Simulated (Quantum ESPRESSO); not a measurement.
# MgO (Periclase): phonons by linear response, part 2 of 3

How does MgO (Periclase) vibrate, and is this structure a minimum?

Quantum ESPRESSO 7.5; DFT LDA, scalar-relativistic, plane waves, PseudoDojo norm-conserving pseudopotentials.

So far. Step 2 (A probe with smearing): A gap of 4.7 eV opens on this mesh, so the crystal is taken as an insulator; the start stands at -6.5 GPa. Step 4 (Ground state): The cell stands at -0.064 GPa, close enough for phonons. The relaxed cell has a = 4.160 Å (conventional setting).

The database entry behind the starting cell differs from later determinations by our own check (about 0.1 % long), so it need not match the best structure at ambient conditions.

## Step 5: Linear response on the mesh

Linear response treats each wavevector in the unit cell, with no supercell; the 4×4×4 mesh fixes the range of the force constants to be had.

File ph.in:

```
phonons
 &inputph
    prefix='x',
    outdir='./tmp',
    fildyn='x.dyn',
    tr2_ph=1.0d-18,
    epsil=.true.,
    ldisp=.true.,
    nq1=4,
    nq2=4,
    nq3=4,
 /
```

Run with:

```bash
> OMP_NUM_THREADS=1 mpirun -n 4 ph.x -nk 4 -in ph.in > ph.out
```

Numbers of over 12 decimals in the logs are rounded to 6 here.

Log:

```text
[banners, grids, parts of the stress and lines that vanish by symmetry left out]
[banner, memory and clock lines left out]
Program PHONON v.7.5

[...]
Exchange-correlation= PW
                           (   1   4   0   0   0   0   0)
[...]
(   8 q-points):
[...]
kinetic-energy cut-off    =      84.0000  Ry
     charge density cut-off    =     336.0000  Ry
     convergence threshold     =      1.0E-18
[...]
Exchange-correlation= PW
                           (   1   4   0   0   0   0   0)
[...]
q = (   0.0000000   0.0000000   0.0000000 )
     49 Sym.Ops. (with q -> -q+G )
     G cutoff =  526.0558  (  12627 G-vectors)     FFT grid: ( 36, 36, 36)
     number of k points=    72
[...]
Mode symmetry, O_h (m-3m)  point group:
[...]
Dielectric constant
[...]
End of electric fields calculation
          Dielectric constant in cartesian axis
          (       3.171331095       0.000000000      -0.000000000 )
          (      -0.000000000       3.171331095       0.000000000 )
          (      -0.000000000       0.000000000       3.171331095 )
          Effective charges (d Force / dE) in cartesian axis without acoustic sum rule applied (asr)
           atom    1  Mg    Mean Z*:        1.97186
      Ex  (        1.97186       -0.00000       -0.00000 )
      Ey  (       -0.00000        1.97186        0.00000 )
      Ez  (       -0.00000        0.00000        1.97186 )
           atom    2  O     Mean Z*:       -1.97159
      Ex  (       -1.97159        0.00000        0.00000 )
      Ey  (        0.00000       -1.97159       -0.00000 )
      Ez  (        0.00000       -0.00000       -1.97159 )
          Effective charges Sum: Mean:        0.00027
[...]
Effective charges (d Force / dE) in cartesian axis with asr applied:
           atom    1  Mg    Mean Z*:        1.97173
[...]
atom    2  O     Mean Z*:       -1.97173
[...]
Representation #   1 modes #   1   2   3
[...]
End of self-consistent calculation
     Convergence has been achieved
     Representation #   2 modes #   4   5   6
[...]
End of self-consistent calculation
     Convergence has been achieved
[...]
Dielectric constant in cartesian axis
          (       3.171331095       0.000000000      -0.000000000 )
          (      -0.000000000       3.171331095       0.000000000 )
          (      -0.000000000       0.000000000       3.171331095 )
          Effective charges (d Force / dE) in cartesian axis without acoustic sum rule applied (asr)
           atom    1  Mg    Mean Z*:        1.97186
      Ex  (        1.97186       -0.00000       -0.00000 )
      Ey  (       -0.00000        1.97186        0.00000 )
      Ez  (       -0.00000        0.00000        1.97186 )
           atom    2  O     Mean Z*:       -1.97159
      Ex  (       -1.97159        0.00000        0.00000 )
      Ey  (        0.00000       -1.97159       -0.00000 )
      Ez  (        0.00000       -0.00000       -1.97159 )
          Effective charges Sum: Mean:        0.00027
[...]
Effective charges (d Force / dE) in cartesian axis with asr applied:
           atom    1  Mg    Mean Z*:        1.97173
[...]
atom    2  O     Mean Z*:       -1.97173
[...]
Effective charges (d P / du) in cartesian axis
[...]
q = (    0.000000000   0.000000000   0.000000000 )
[...]
freq (    1) =       0.084185 [THz] =       2.808104 [cm-1]
     freq (    2) =       0.084185 [THz] =       2.808104 [cm-1]
     freq (    3) =       0.084185 [THz] =       2.808104 [cm-1]
     freq (    4) =      12.266595 [THz] =     409.169564 [cm-1]
     freq (    5) =      12.266595 [THz] =     409.169564 [cm-1]
     freq (    6) =      12.266595 [THz] =     409.169564 [cm-1]
[...]
Mode symmetry, O_h (m-3m)  point group:
     freq (   1-   3) =          2.8  [cm-1]   --> T_1u G_15  G_4- I
     freq (   4-   6) =        409.2  [cm-1]   --> T_1u G_15  G_4- I
[...]
Mode symmetry, C_3v (3m)   point group:
[...]
Representation #   1 mode #   1
[...]
End of self-consistent calculation
     Convergence has been achieved
     Representation #   2 mode #   2
[...]
End of self-consistent calculation
     Convergence has been achieved
     Representation #   3 modes #   3   4
[...]
Convergence has been achieved
     Representation #   4 modes #   5   6
[...]
Convergence has been achieved
[...]
q = (   -0.250000000   0.250000000  -0.250000000 )
[...]
freq (    1) =       5.628065 [THz] =     187.732026 [cm-1]
     freq (    2) =       5.628065 [THz] =     187.732026 [cm-1]
     freq (    3) =       9.886528 [THz] =     329.779071 [cm-1]
     freq (    4) =      11.952905 [THz] =     398.705994 [cm-1]
     freq (    5) =      11.952905 [THz] =     398.705994 [cm-1]
     freq (    6) =      20.470411 [THz] =     682.819426 [cm-1]
[...]
Mode symmetry, C_3v (3m)   point group:
     freq (   1-   2) =        187.7  [cm-1]   --> E    L_3
     freq (   3-   3) =        329.8  [cm-1]   --> A_1  L_1
     freq (   4-   5) =        398.7  [cm-1]   --> E    L_3
     freq (   6-   6) =        682.8  [cm-1]   --> A_1  L_1
[...]
Mode symmetry, D_3d (-3m)  point group:
[...]
Representation #   1 mode #   1
[...]
Convergence has been achieved
     Representation #   2 modes #   2   3
[...]
Convergence has been achieved
     Representation #   3 mode #   4
[...]
Convergence has been achieved
     Representation #   4 modes #   5   6
[...]
Convergence has been achieved
[...]
q = (    0.500000000  -0.500000000   0.500000000 )
[...]
freq (    1) =       8.536807 [THz] =     284.757226 [cm-1]
     freq (    2) =       8.536807 [THz] =     284.757226 [cm-1]
[...]
Mode symmetry, D_3d (-3m)  point group:
     freq (   1-   2) =        284.8  [cm-1]   --> E_u  L_3'
     freq (   3-   4) =        370.7  [cm-1]   --> E_g  L_3
     freq (   5-   5) =        551.7  [cm-1]   --> A_2u L_2'
     freq (   6-   6) =        576.3  [cm-1]   --> A_1g L_1
[...]
Mode symmetry, C_4v (4mm)  point group:
[...]
Convergence has been achieved
[...]
Convergence has been achieved
[...]
Convergence has been achieved
[...]
Convergence has been achieved
[...]
q = (    0.000000000   0.500000000   0.000000000 )
[...]
Mode symmetry, C_4v (4mm)  point group:
     freq (   1-   2) =        218.8  [cm-1]   --> E    G_5 D_5
     freq (   3-   3) =        335.4  [cm-1]   --> A_1  G_1 D_1
     freq (   4-   5) =        433.0  [cm-1]   --> E    G_5 D_5
     freq (   6-   6) =        626.5  [cm-1]   --> A_1  G_1 D_1
[...]
Mode symmetry, C_s (m)     point group:
[...]
q = (    0.750000000  -0.250000000   0.750000000 )
[...]
Mode symmetry, C_s (m)     point group:
     freq (   1-   1) =        285.2  [cm-1]   --> A''
     freq (   2-   2) =        336.2  [cm-1]   --> A'
     freq (   3-   3) =        421.0  [cm-1]   --> A''
     freq (   4-   4) =        447.1  [cm-1]   --> A'
     freq (   5-   5) =        455.0  [cm-1]   --> A'
     freq (   6-   6) =        561.8  [cm-1]   --> A'
[...]
Mode symmetry, C_2v (mm2)  point group:
[...]
q = (    0.500000000   0.000000000   0.500000000 )
[...]
Mode symmetry, C_2v (mm2)  point group:
     freq (   1-   1) =        275.3  [cm-1]   --> B_1  D_3  S_3
     freq (   2-   2) =        324.3  [cm-1]   --> B_2  D_4  S_4
     freq (   3-   3) =        379.9  [cm-1]   --> B_1  D_3  S_3
     freq (   4-   4) =        419.8  [cm-1]   --> A_1  D_1  S_1
     freq (   5-   5) =        469.2  [cm-1]   --> B_2  D_4  S_4
     freq (   6-   6) =        593.2  [cm-1]   --> A_1  D_1  S_1
[...]
Mode symmetry, D_4h(4/mmm) point group:
[...]
Convergence has been achieved
[...]
Convergence has been achieved
[...]
Convergence has been achieved
[...]
Convergence has been achieved
[...]
q = (    0.000000000  -1.000000000   0.000000000 )
[...]
freq (    5) =      13.726795 [THz] =     457.876589 [cm-1]
     freq (    6) =      16.607312 [THz] =     553.960306 [cm-1]
[...]
Mode symmetry, D_4h(4/mmm) point group:
     freq (   1-   2) =        292.6  [cm-1]   --> E_u  X_5' M_5'
     freq (   3-   3) =        433.5  [cm-1]   --> A_2u X_4' M_4'
     freq (   4-   5) =        457.9  [cm-1]   --> E_u  X_5' M_5'
     freq (   6-   6) =        554.0  [cm-1]   --> A_2u X_4' M_4'
[...]
Mode symmetry, D_2d (-42m) point group:
[...]
Representation #   1 mode #   1
[...]
Convergence has been achieved
     Representation #   2 mode #   2
[...]
Convergence has been achieved
     Representation #   3 modes #   3   4
[...]
End of self-consistent calculation
     Convergence has been achieved
     Representation #   4 modes #   5   6
[...]
End of self-consistent calculation
     Convergence has been achieved
[...]
q = (   -0.500000000  -1.000000000   0.000000000 )
[...]
freq (    1) =      10.593885 [THz] =     353.373954 [cm-1]
     freq (    2) =      11.472027 [THz] =     382.665629 [cm-1]
     freq (    3) =      11.472027 [THz] =     382.665629 [cm-1]
     freq (    4) =      13.475595 [THz] =     449.497465 [cm-1]
     freq (    5) =      15.195243 [THz] =     506.858747 [cm-1]
     freq (    6) =      15.195243 [THz] =     506.858747 [cm-1]
[...]
Mode symmetry, D_2d (-42m) point group:
     freq (   1-   1) =        353.4  [cm-1]   --> B_2  X_3  W_2
     freq (   2-   3) =        382.7  [cm-1]   --> E    X_5  W_3
     freq (   4-   4) =        449.5  [cm-1]   --> A_1  X_1  W_1
     freq (   5-   6) =        506.9  [cm-1]   --> E    X_5  W_3
```

Wall time 61 min (4 MPI ranks of Arm Neoverse V1, shared host).

Read from the output:

```yaml
miss_of_the_charge_sum_rule: 2.70e-4 e
largest_acoustic_frequency_at_the_zone_centre_before_the_sum_rule: 2.81 cm⁻¹
highest_optical_zone_centre_mode_no_lo_to_term: 409.2 cm⁻¹
lowest_optical_zone_centre_mode: 409.2 cm⁻¹
mean_high_frequency_dielectric_constant: 3.171
largest_born_charge_in_size_third_of_the_trace: 1.972 e
lowest_mode_on_the_q_mesh_acoustic_ones_at_the_zone_centre_apart: 187.7 cm⁻¹
```

Frequencies (cm⁻¹) at each irreducible wavevector; negative means imaginary. Frequencies by wavevector:

```tsv
q (fractions)	star	mode 1	mode 2	mode 3	mode 4	mode 5	mode 6
0 0 0	1	2.81	2.81	2.81	409.2	409.2	409.2
0 0 0.25	8	187.7	187.7	329.8	398.7	398.7	682.8
0 0 -0.5	4	284.8	284.8	370.7	370.7	551.7	576.2
0 0.25 0.25	6	218.8	218.8	335.4	433	433	626.5
0 0.25 -0.5	24	285.2	336.2	421	447.1	455	561.8
0 0.25 -0.25	12	275.3	324.3	379.9	419.8	469.2	593.2
0 -0.5 -0.5	3	292.6	292.6	433.5	457.9	457.9	554
0.25 -0.5 -0.25	6	353.4	382.7	382.7	449.5	506.9	506.9
```

Born charge (rows field, columns displacement), before the sum rule (e), principal values of the symmetric part by kind of site:

```tsv
atom	atoms with these values	low	middle	high	mean
Mg1	1	1.97	1.97	1.97	1.97
O2	1	-1.97	-1.97	-1.97	-1.97
```

In full for O2:

```
-1.97  0.00  0.00
 0.00 -1.97  0.00
 0.00  0.00 -1.97
```

High-frequency dielectric tensor:

```
3.17 0.00 0.00
0.00 3.17 0.00
0.00 0.00 3.17
```

The acoustic modes at Γ come out as far as 2.8 cm⁻¹ from zero, where they should vanish, a small numerical error; the Born charges miss their sum rule by 2.7e-4 e, which is good.

## Step 6: Force constants in real space

The dynamical matrices of the mesh are Fourier-transformed to force constants in real space, after the long-range dipole part is taken out.

File q2r.in:

```
 &input
    fildyn='x.dyn',
    zasr='simple',
    flfrc='x.fc',
 /
```

Run with:

```bash
> q2r.x < q2r.in > q2r.out
```

Log:

```text
[banners, grids, parts of the stress and lines that vanish by symmetry left out]
[banner, memory and clock lines left out]
Program Q2R v.7.5

  reading grid info from file x.dyn0

  reading force constants from file x.dyn1
 macroscopic fields = T
   3.17133  -0.00000  -0.00000
   0.00000   3.17133   0.00000
[...]
na=            1
[...]
na=            2
[...]
0.00000  -1.97159  -0.00000
   0.00000  -0.00000  -1.97159
  alpha Ewald:    1.565642
  nqs=            1
 q=   0.00000000  0.00000000  0.00000000
  reading force constants from file x.dyn2
  alpha Ewald:    1.565642
  nqs=            8
 q=  -0.25000000  0.25000000 -0.25000000
[...]
reading force constants from file x.dyn7
  alpha Ewald:    1.565642
  nqs=            3
[...]
reading force constants from file x.dyn8
  alpha Ewald:    1.565642
  nqs=            6
[...]
q=  -1.00000000 -0.50000000  0.00000000
 q=   0.00000000 -0.50000000 -1.00000000

      q-space grid ok, #points =   64

      fft-check success (sum of imaginary terms < 10^-12)
```

Elapsed: 0.48 s, on 1 thread.

## Step 7: Interpolated phonon bands

From the force constants any wavevector is cheap; points of the mesh come back as solved, but for the sum rule and, in polar crystals, the LO-TO term at Γ; the rest is interpolation.

File matdyn.in:

```
 &input
    asr='simple',
    flfrc='x.fc',
    flfrq='x.freq',
    flvec='x.modes',
    q_in_band_form=.true.,
    q_in_cryst_coord=.true.,
 /
8
  0.0000000   0.0000000   0.0000000  12  ! GAMMA
  0.0000000   0.5000000   0.5000000  12  ! X
  0.0000000   0.6250000   0.3750000   1  ! U
 -0.3750000   0.3750000   0.0000000  12  ! K
  0.0000000   0.0000000   0.0000000  12  ! GAMMA
  0.0000000   0.5000000   0.0000000  12  ! L
 -0.2500000   0.5000000   0.2500000  12  ! W
  0.0000000   0.5000000   0.5000000   1  ! X
```

Run with:

```bash
> matdyn.x -in matdyn.in > matdyn.out
```

Log:

```text
[banner, memory and clock lines left out]
Program MATDYN v.7.5

 mass for atomic type   1 not given; uses mass from file x.fc
 mass for atomic type   2 not given; uses mass from file x.fc
```

Wall time 0.49 s (1 thread).

This step gave:

```
lowest frequency on the path : 0 cm⁻¹
```

Matdyn.x, sum rule simple. Phonon branches along the path, in cm⁻¹:

```tsv
point	branch 1	branch 2	branch 3	branch 4	branch 5	branch 6
Γ	0	0	0	409	409	717
halfway	219	219	335	433	433	626
X	293	293	434	458	458	554
halfway	295	325	427	450	471	548
U	300	392	408	426	498	529
jump to K	300	392	408	426	498	529
halfway	222	259	357	383	443	646
Γ	0	0	0	409	409	717
halfway	188	188	330	399	399	683
L	285	285	371	371	552	576
halfway	302	336	401	449	486	552
W	353	383	383	450	507	507
halfway	322	326	421	455	471	541
X	293	293	434	458	458	554
```

The phonon branches as a text plot (rows in cm⁻¹):

```
    702 |****                      *********
    673 |    *                   **         **
    643 |     *                 *             **
    613 |      **              *                *
    583 |        *            *                  ****
    553 |         *******    *                   *** **       ***
    523 |                ****                       *  *** ***
    493 |               **  **                  *    ********
    463 |         ******      **               *      *   *******
    433 |    ****************** ****          *      * ***    ***
    404 |****    *       ****  *  *************     ***  * ***
    374 |       *        *  ******           * ******  *****
    344 |      *        *    *  *           *         *  *****
    314 |             ** **** *  *                  *****     **
    284 |     *   *******    ***           *    ******          *
    254 |    *  **             ** *            *
    224 |      *                **        *  **
    194 |   * *                  * *        *
    164 |    *                    *      * *
    135 |  **                      **     *
    105 |                          **   **
     75 | **                        *** *
     45 | *                          **
     15 |*                             *
         Γ           X  U|K            Γ         L        W     X
```

All branches are real along the path.

## Step 8: Sums over the zone

Sums over the zone need many more wavevectors than were solved, so the interpolation is sampled on a dense mesh.

File matdyn.in:

```
 &input
    asr='simple',
    flfrc='x.fc',
    dos=.true.,
    fldos='x.dos',
    nk1=19,
    nk2=19,
    nk3=19,
    deltaE=1.0,
 /
```

Run with:

```bash
> matdyn.x -in matdyn.in > matdyn.out
```

Log:

```text
[banner, memory and clock lines left out]
Program MATDYN v.7.5

 mass for atomic type   1 not given; uses mass from file x.fc
 mass for atomic type   2 not given; uses mass from file x.fc
```

It took 12 s on 1 thread.

Numbers from this step:

| Property | Result |
| --- | --- |
| share of modes beyond 3i cm⁻¹ on the dense interpolated mesh | 0 |
| zero-point energy per atom | 75.19 meV |
| heat capacity at 300 K | 18.27 J/(mol atoms K) |
| vibrational entropy at 300 K | 13.32 J/(mol atoms K) |

The phonon density of states has structure finer than the step of the table below, so its rows give means over 25 cm⁻¹, whole bins alone (the curve runs from 0 to 716 cm⁻¹). Peaks (cm⁻¹: height): total 300.0: 0.0259, 420.0: 0.0378, 440.0: 0.0353, 552.0: 0.0125; Mg 300.0: 0.0233, 424.0: 0.0188; O 416.0: 0.0211, 440.0: 0.0210, 552.0: 0.0120.

Tetrahedra. Table of phonon density of states by wavenumber; means over each step; values in 1/cm⁻¹/cell:

```tsv
wavenumber (cm⁻¹)	total	Mg	O
25	1.6e-5	9.2e-6	6.2e-6
50	1.2e-4	6.9e-5	4.5e-5
75	3.2e-4	2.0e-4	1.2e-4
100	6.2e-4	3.8e-4	2.3e-4
125	0.00105	6.6e-4	3.9e-4
150	0.00163	0.00105	5.8e-4
175	0.00245	0.00163	8.2e-4
200	0.00362	0.00251	0.00111
225	0.00535	0.00391	0.00145
250	0.00816	0.00636	0.00180
275	0.0146	0.0125	0.00216
300	0.0224	0.0201	0.00230
325	0.0124	0.0112	0.00127
350	0.00886	0.00784	0.00102
375	0.0133	0.00619	0.00708
400	0.0254	0.00734	0.0180
425	0.0341	0.0160	0.0181
450	0.0240	0.00827	0.0157
475	0.0134	0.00341	0.0100
500	0.00699	0.00204	0.00496
525	0.00588	9.3e-4	0.00495
550	0.0107	6.0e-4	0.0101
575	0.00776	0.00121	0.00655
600	0.00533	0.00144	0.00389
625	0.00413	0.00138	0.00275
650	0.00328	0.00121	0.00207
675	0.00248	9.6e-4	0.00152
700	0.00145	5.7e-4	8.8e-4
```

Harmonic thermodynamic functions per atom, summed over the density of states scaled to three modes an atom; melting is ignored. Thermodynamic functions:

```tsv
T (K)	F_vib (meV/atom)	S (J/mol-atom/K)	C_V (J/mol-atom/K)
0	75.19	0	0
50	75.18	0.106	0.395
100	74.9	1.225	3.809
200	70.92	6.9	13.13
300	60.4	13.32	18.27
400	43.59	18.97	20.81
500	21.38	23.77	22.17
600	-5.45	27.89	22.96
700	-36.24	31.47	23.46
800	-70.53	34.62	23.8
900	-107.9	37.44	24.03
1000	-148	39.98	24.2
```

At 300 K the heat capacity has reached 73 % of the Dulong-Petit value.

## Step 9: Zone-centre analysis

A rigid shift of the crystal must cost nothing, but grids and finite bases break this; the acoustic sum rule is imposed before the matrix is diagonalised again. With Born charges the intensities follow, and the static dielectric tensor.

File dynmat.in:

```
 &input
    fildyn='x.dyn1',
    asr='simple',
    fileig='dynmat.eig',
    lperm=.true.,
 /
```

Run with:

```bash
> dynmat.x -in dynmat.in > dynmat.out
```

Log:

```text
[banner, memory and clock lines left out]
Program DYNMAT v.7.5

     Reading Dynamical Matrix from file x.dyn1
     ...Force constants read
     ...epsilon and Z* read
     A direction for q was not specified:TO-LO splitting will be absent

     Polarizability (A^3 units)
     multiply by 0.580121 for Clausius-Mossotti correction
         3.110556   -0.000000   -0.000000
         0.000000    3.110556    0.000000
        -0.000000    0.000000    3.110556

     IR activities are in (D/A)^2/amu units

# mode   [cm-1]    [THz]      IR
    1     -0.00   -0.0000    0.0000
    2     -0.00   -0.0000    0.0000
    3     -0.00   -0.0000    0.0000
    4    409.16   12.2664    9.2965
    5    409.16   12.2664    9.2965
    6    409.16   12.2664    9.2965

Electronic dielectric permittivity tensor (relative, adimensional)
         3.171331   -0.000000   -0.000000
         0.000000    3.171331    0.000000
        -0.000000    0.000000    3.171331

 ... with zone-center polar mode contributions
         9.750351    0.000000    0.000000
         0.000000    9.750351    0.000000
         0.000000    0.000000    9.750351
```

It took 0.45 s on 1 thread.

This step gave:

* mean static dielectric constant: 9.750

Unit eigenvectors of the mass-weighted matrix after the sum rule; no LO-TO term. Modes at Γ, with each element's share of the kinetic energy:

```tsv
mode	frequency (cm⁻¹)	symmetry	Mg %	O %
1	0.0	acoustic	60	40
2	0.0	acoustic	60	40
3	0.0	acoustic	60	40
4	409.2	T1u	40	60
5	409.2	T1u	40	60
6	409.2	T1u	40	60
```

Displacements in mode 5 (409.2 cm⁻¹), the largest set to 1:
```
Mg1  0.00  0.00 -0.66
O2   0.00  0.00  1.00
```

Degenerate modes summed, no LO-TO term. Infrared lines, with heights relative to the strongest:

```tsv
position (cm⁻¹)	lines merged	label	IR intensity, relative
409	3	T1u	100
```

Static dielectric tensor (ions relaxed, fixed cell):

```
9.75 0.00 0.00
0.00 9.75 0.00
0.00 0.00 9.75
```

The rule moves no optical mode by more than 0.1 cm⁻¹.

[end of part 2 of 3]

[Host names and launcher messages were left out of these logs when they were recorded.]

[Logs are printed without paths, hosts, clocks, repeated set-up lines and the standing remarks that a program may print on its own settings, such as how far it seeks lower states.]

[Hosts, paths, dates, database ids (printed as entryN), source tags and the programs' standing remarks are cut or masked in the printed files.]
